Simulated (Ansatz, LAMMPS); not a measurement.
**What do other settings change for amorphous Si (114 atoms)?**

Density of this cell: 2.27 g/cm³. The cell holds 114 atoms: 114 Si. Cell: a = 13.280 Å, b = 13.280 Å, c = 13.280 Å, α = 90.0°, β = 90.0°, γ = 90.0°. 114 atoms (114 Si) placed at random at 2.27 g/cm³, melted at 3500 K for 10 ps at fixed volume with the Tersoff potential (Tersoff, Phys. Rev. B 39, 5566 (1989)). Quenched from 3500 K to 700 K at 10 K/ps and fixed volume, annealed at 1200 K for 20 ps, held 5 ps.

Geometry: as built.

Reference run: Kohn-Sham DFT, PBE, PAW (set soft_2), plane waves (Ansatz 0.2.0), cutoff 420 eV, Γ point, fermi-dirac smearing of 0.05 eV.

- r.m.s. force component: 0.6803 eV/Å
- pressure: -0.4611 GPa
- spacing of highest filled and lowest empty level: 0.0658 eV
- SCF cycles: 10
- time: 39 s on 4 threads of Arm Neoverse V2, shared host

**Question.** The same geometry is run again with each of these changes. How far do the results move, and how long does each run take?
- support functions low
- support functions medium
- support functions high
- support functions medium, radius 3.96 Å
- support functions medium, radius 4.25 Å
- scf.occupations.method = "methfessel_paxton" and scf.occupations.width = 0.1

Each row is set against the plane-wave reference (Kohn-Sham DFT, PBE, PAW (set soft_2), plane waves; r.m.s. force component 0.680 eV/Å). Energies are set beside the reference only for runs with its functional, potentials and electron count. Times are for 4 threads of Arm Neoverse V2, shared host. The reference's time includes the DOS, the stress and grids, which some other runs skip.

```csv
run,"Δ force, r.m.s. (meV/Å)",share of r.m.s. force (%),Δ energy (meV/atom),Δ pressure (GPa),cycles,time,host memory (GiB)
reference,-,-,-,-,10,39 s,2.4
support functions low,0.308,0.0452,-0.297,-,10,67 s,2.7
support functions medium,0.286,0.0421,-0.297,-,11,73 s,2.7
support functions high,0.079,0.0116,-0.284,-,14,5.6 min,5.9
"support functions medium, radius 3.96 Å",0.391,0.0575,-0.297,-,11,67 s,2.6
"support functions medium, radius 4.25 Å",0.206,0.0302,-0.297,-,11,80 s,2.9
scf.occupations.method = "methfessel_paxton" and scf.occupations.width = 0.1,16.9,2.48,1.27,-2.0e-4,10,37 s,2.4
```

Among numerical settings the force difference runs from 0.079 meV/Å (support functions high) to 17 meV/Å (scf.occupations.method = "methfessel_paxton" and scf.occupations.width = 0.1). At 114 atoms the fastest of the runs at a preset level, support functions low, takes roughly 1.7 times the time of plane waves (whose run also made extra analyses, so the like-for-like ratio is larger), in 10 SCF cycles against 10. Differences between support functions and plane waves include what basis error the plane-wave run still has. 

[Logs are printed without paths, hosts, clocks, repeated set-up lines and the standing remarks that a program may print on its own settings, such as how far it seeks lower states.]

[Hosts, paths, dates, database ids (printed as entryN), source tags and the programs' standing remarks are cut or masked in the printed files.]
